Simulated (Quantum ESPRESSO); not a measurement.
**Li3TeBr (Pm-3m): phonons by linear response**

How does Li3TeBr (Pm-3m) vibrate, and is this structure a minimum?

Method: DFT LDA, scalar-relativistic, plane waves, PseudoDojo norm-conserving pseudopotentials, in Quantum ESPRESSO 7.5.

The structure was built from a prototype and need not be the compound's stable phase.

**1. Set-up**

It takes space group Pm-3m (No. 221, cubic). The conventional cell has a = 5.643 Å, b = 5.643 Å, c = 5.643 Å, α = 90.00°, β = 90.00°, γ = 90.00°. Nearest to Br lie 12 Li at 3.99 Å. Nearest to Te lie 6 Li at 2.82 Å. Li has 2 Te at 2.82 Å nearest. Farther neighbours and most contacts between anions are not listed.

Structure file:

```
Br Te Li
1.0
     5.64300    0.00000    0.00000
     0.00000    5.64300    0.00000
     0.00000    0.00000    5.64300
Br Te Li
1 1 3
Direct
  0.00000 0.00000 0.00000
  0.50000 0.50000 0.50000
  0.50000 0.50000 0.00000
  0.50000 0.00000 0.50000
  0.00000 0.50000 0.50000
```

**2. A first look**

Before anything dear is run, a loose run with smearing shows whether this is a metal and how far the cell is from rest.

The input, probe.in:

```
 &control
    calculation='scf',
    prefix='x',
    outdir='./tmp',
    pseudo_dir='./pseudo',
    tprnfor=.true.,
    tstress=.true.,
    verbosity='high',
 /
 &system
    ibrav=1,
    celldm(1)=10.66372452,
    nat=5,
    ntyp=3,
    ecutwfc=82.0,
    occupations='smearing',
    smearing='gaussian',
    degauss=0.01,
 /
 &electrons
    conv_thr=1.0d-07,
    mixing_beta=0.7,
    electron_maxstep=100,
 /
ATOMIC_SPECIES
 Br     79.9040  Br.upf
 Te    127.6000  Te.upf
 Li      6.9400  Li.upf
ATOMIC_POSITIONS crystal
 Br     0.000000000   0.000000000   0.000000000
 Te     0.500000000   0.500000000   0.500000000
 Li     0.500000000   0.500000000   0.000000000
 Li     0.500000000   0.000000000   0.500000000
 Li     0.000000000   0.500000000   0.500000000
K_POINTS automatic
 4 4 4 0 0 0
```

Launch:

```sh
$ OMP_NUM_THREADS=1 mpirun -n 4 pw.x -nk 4 -in probe.in > probe.out
```

Planned after this: relaxation; ground state; phonons on a q mesh; force constants in real space; dispersion; density of states; modes with the sum rule; sum rules set otherwise (asr no); sum rules set otherwise: a sum rule for molecules or wires on a crystal; the LO-TO splitting (1 0 0); the dispersion under another sum rule (asr all). Settings of the main run: cutoff 82 Ry, 4×4×4 k-mesh, fixed occupations, response threshold 1.00e-18, field response on, 2×2×2 q-mesh.

What does the calculation give for the lowest mode on the q mesh?

Li3TeBr (Pm-3m) is unstable: a mode solved on the 2×2×2 mesh is imaginary, 194i cm⁻¹; its spectrum reaches 570 cm⁻¹. At the LDA level the optical modes of Li3TeBr (Pm-3m) at the zone centre (no LO-TO term) run from 169i to 528 cm⁻¹, so the structure is a saddle point, with 6 modes beyond 10i cm⁻¹ there. Along the directions run, the highest mode that the macroscopic field moves lies at 553 cm⁻¹.

| Item | Value |
| --- | --- |
| volume per atom | 26.1 Å³ |
| gap on the k-mesh | 3.06 eV |
| highest optical zone-centre mode (no LO-TO term) | 527.9 cm⁻¹ |
| lowest optical zone-centre mode | -168.8 cm⁻¹ |
| highest mode moved by the LO-TO term | 552.5 cm⁻¹ |
| mean high-frequency dielectric constant | 3.82 |
| largest Born charge in size (third of the trace) | 1.64 e |
| lowest mode on the q mesh (acoustic ones at the zone centre apart) | -194.2 cm⁻¹ |
| imaginary modes on the q mesh | yes |

The most unstable solved mode lies at q = (-0.5, -0.5, -0.5), on the zone boundary, so the distortion that it points to doubles the cell. Of the 12 optical modes, 9 are infrared active alone and 3 are silent. These are harmonic frequencies at zero temperature: anharmonic shifts and linewidths and thermal expansion are left out. Spin-orbit coupling is left out, which can matter for the heavy elements here. The structure is a hypothetical one, built on a prototype.

[Host names and launcher messages were left out of these logs when they were recorded.]

[Logs are printed without paths, hosts, clocks, repeated set-up lines and the standing remarks that a program may print on its own settings, such as how far it seeks lower states.]

[Hosts, paths, dates, database ids (printed as entryN), source tags and the programs' standing remarks are cut or masked in the printed files.]
